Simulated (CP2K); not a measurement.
Two runs for the C K edge of 2-fluoropyrimidine. Run A: CP2K XAS_TDP, all-electron GAPW, PBEh(45%), aug-cc-pVDZ, TDA, no relativity. Run B differs in one setting.

First lines with a strength over 0.0015. A:

| atom | energy (eV) | states | strength, one atom |
| --- | --- | --- | --- |
| C2 (bonded to F and 2 N) | 284.24 | 1 | 0.0704 |
|  | 288.64 | 1 | 0.0269 |
|  | 289.12 | 1 | 0.0107 |
|  | 289.90 | 1 | 0.0153 |
|  | 290.58 | 1 | 0.0044 |
| C4 (bonded to C, N and H), 2 alike | 281.51 | 1 | 0.0599 |
|  | 285.92 | 1 | 0.0131 |
|  | 287.03 | 1 | 0.0036 |
|  | 287.61 | 1 | 0.0031 |
|  | 287.76 | 1 | 0.0021 |
| C5 (bonded to 2 C and H) | 281.68 | 1 | 0.0499 |
|  | 284.54 | 1 | 0.0126 |
|  | 285.97 | 1 | 0.0045 |
|  | 286.24 | 1 | 0.0049 |
|  | 287.11 | 1 | 0.0053 |

B:

| atom | energy (eV) | states | strength, one atom |
| --- | --- | --- | --- |
| C2 (bonded to F and 2 N) | 271.80 | 1 | 0.0288 |
|  | 275.24 | 1 | 0.0126 |
|  | 275.46 | 1 | 0.0144 |
|  | 275.71 | 1 | 0.0018 |
|  | 276.75 | 1 | 0.0036 |
| C4 (bonded to C, N and H), 2 alike | 268.71 | 1 | 0.0187 |
|  | 269.41 | 1 | 0.0103 |
|  | 271.41 | 1 | 0.0018 |
|  | 272.99 | 1 | 0.0101 |
|  | 273.28 | 1 | 0.0064 |
| C5 (bonded to 2 C and H) | 268.47 | 1 | 0.0207 |
|  | 269.76 | 1 | 0.0022 |
|  | 270.67 | 1 | 0.0016 |
|  | 271.16 | 1 | 0.0034 |
|  | 271.96 | 1 | 0.0063 |

**Question.** Which was it: the basis, the functional, scalar relativity switched on, GW2X switched on?

The functional (functional from PBEh(45%) to PBE; the lines alone don't name the new value). A functional moves all lines by electronvolts and changes their spacings and strengths. Against PBEh(45%) in aug-cc-pVDZ, the leading lines move by -12.44 eV (C2, to 271.80), -12.80 eV (C4, to 268.71) and -13.21 eV (C5, to 268.47); the strength of C2's goes from 0.0704 to 0.0288. The next line of C2 over the strength cut lies 3.44 eV higher, against 4.40.

[Hosts, paths, dates, database ids (printed as entryN), source tags and the programs' standing remarks are cut or masked in the printed files.]
